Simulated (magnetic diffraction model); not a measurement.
# FeCoAgS4 below its ordering temperature

Space group P-1 (no. 2), a = 7.3220 Å, b = 7.3830 Å, c = 7.5010 Å, α = 118.88°, β = 117.48°, γ = 90.94°.

```
site  atom       x       y       z
  1b    Ag       0       0     1/2
  1d    Ag     1/2       0       0
  1g    Co       0     1/2     1/2
  1a    Co       0       0       0
  1c    Fe       0     1/2       0
  1h    Fe     1/2     1/2     1/2
  2i     S  0.2227  0.7545  0.9902
  2i     S  0.7662  0.2871  0.5348
  2i     S  0.2282  0.2505  0.4459
  2i     S  0.7770  0.7532  0.0119
```

The compound is invented for this exercise: a known structure type with other elements, its cell scaled to their sizes and not relaxed.

Only Co and Fe are taken to order (form factors of Co4+ and Fe3+); orders and moment sizes are assumed, and not adapted to the symmetry. Radiation: neutrons of λ = 2.52 Å, 8° to 45°; isotropic B of 0.4 Å² (Ag), 0.68 Å² (Co), 0.69 Å² (Fe) and 0.76 Å² (S). The intensities are simulated: I ∝ L Σ (|F_N|² + |F_M⊥|²) for unpolarised neutrons, with F_M = 2.695 fm/μB × Σ f(s) S exp(2πi Q·r) exp(−B s²) at Q = H ± k (one set where k and −k are equivalent), only the part normal to Q counting and L = 1/(sin²θ cos θ). For collinear order S is the moment m, which repeats by lattice and centring translations R with the sign exp(−2πi k·R). Form factors are spin-only for 3d ions and dipole or tabulated for f ions, scattering lengths are Sears's of 1992, and absorption is left out. A label names one of the reflections at its angle. The strongest nuclear line in the range is 100, and lines under 0.2 are left out.

Above the ordering temperature:

```csv
2θ (°),index,I
23.53,(1 0 0),14.6
23.64,(0 1 0),13.9
23.69,(0 1 -1),10.9
24.09,(1 0 -1),20.4
28.30,(1 1 -1),100.0
38.30,(1 -1 1),53.3
38.97,(-1 1 1),55.3
44.42,(1 0 1),1.8
44.78,(0 1 1),2.2
44.86,(0 1 -2),5.5
```

Below it (cell unchanged):

```tsv
2θ (°)	I
11.76	244.8
21.99	82.3
22.84	17.4
23.41	59.1
23.53	14.6
23.64	13.9
23.69	10.9
24.09	20.4
28.30	100.0
29.52	18.4
29.98	34.7
30.42	94.5
34.49	81.0
35.79	23.5
36.37	14.1
36.74	22.1
38.30	53.3
38.97	55.3
39.60	1.2
40.65	11.6
40.80	2.0
41.81	11.0
42.10	58.0
42.11	58.0
44.42	1.8
44.78	2.2
44.86	5.5
```

**Question.** Find the propagation vector, then choose among these models:
A. collinear moments along [111], 4.53 μB on Co and 4.3 μB on Fe; signs + at (0, 1/2, 1/2), + at (0, 0, 0), + at (0, 1/2, 0), + at (1/2, 1/2, 1/2)
B. collinear moments along [101], 4.53 μB on Co and 4.3 μB on Fe; signs + at (0, 1/2, 1/2), − at (0, 0, 0), − at (0, 1/2, 0), + at (1/2, 1/2, 1/2)
C. collinear moments along [111], 4.53 μB on Co and 4.3 μB on Fe; signs + at (0, 1/2, 1/2), − at (0, 0, 0), − at (0, 1/2, 0), + at (1/2, 1/2, 1/2)
D. collinear moments along [101], 4.53 μB on Co and 4.3 μB on Fe; signs + at (0, 1/2, 1/2), + at (0, 0, 0), + at (0, 1/2, 0), + at (1/2, 1/2, 1/2)

The new lines index as (0 1/2 0) at 11.76°, (0 1/2 -1) at 21.99°, (1 -1/2 0) at 22.84° and (1 1/2 -1) at 23.41°, that is as H ± k with k = (0 1/2 0). Half indices mean that the moments reverse under translations with k·R a half-integer, and the magnetic cell has twice the primitive volume.

Magnetic intensity, observed (below minus above) and for each model:

| 2θ (°) | index | observed | A | B | C | D |
| --- | --- | --- | --- | --- | --- | --- |
| 11.76 | (0 1/2 0) | 244.8 | 404.1 | 244.8 | 86.3 | 1146.1 |
| 21.99 | (0 1/2 -1) | 82.3 | 54.8 | 82.3 | 254.6 | 17.7 |
| 22.84 | (1 -1/2 0) | 17.4 | 51.5 | 17.4 | 45.6 | 19.6 |
| 30.42 | (0 3/2 -1) | 94.5 | 30.3 | 94.5 | 139.5 | 20.5 |
| 34.49 | (0 1/2 1) | 81.0 | 7.8 | 81.0 | 35.5 | 17.7 |
| 35.79 | (0 3/2 0) | 23.5 | 37.8 | 23.5 | 8.3 | 107.1 |
| 42.10 | (2 1/2 -1) | 58.0 | 8.5 | 58.0 | 38.5 | 12.8 |
| 42.11 | (-2 1/2 1) | 58.0 | 15.3 | 58.0 | 69.3 | 12.8 |

Model B matches.

The structure used: k = (0 1/2 0), collinear moments along [101], 4.53 μB on Co and 4.3 μB on Fe; signs + at (0, 1/2, 1/2), − at (0, 0, 0), − at (0, 1/2, 0), + at (1/2, 1/2, 1/2).

[Logs are printed without paths, hosts, clocks, repeated set-up lines and the standing remarks that a program may print on its own settings, such as how far it seeks lower states.]
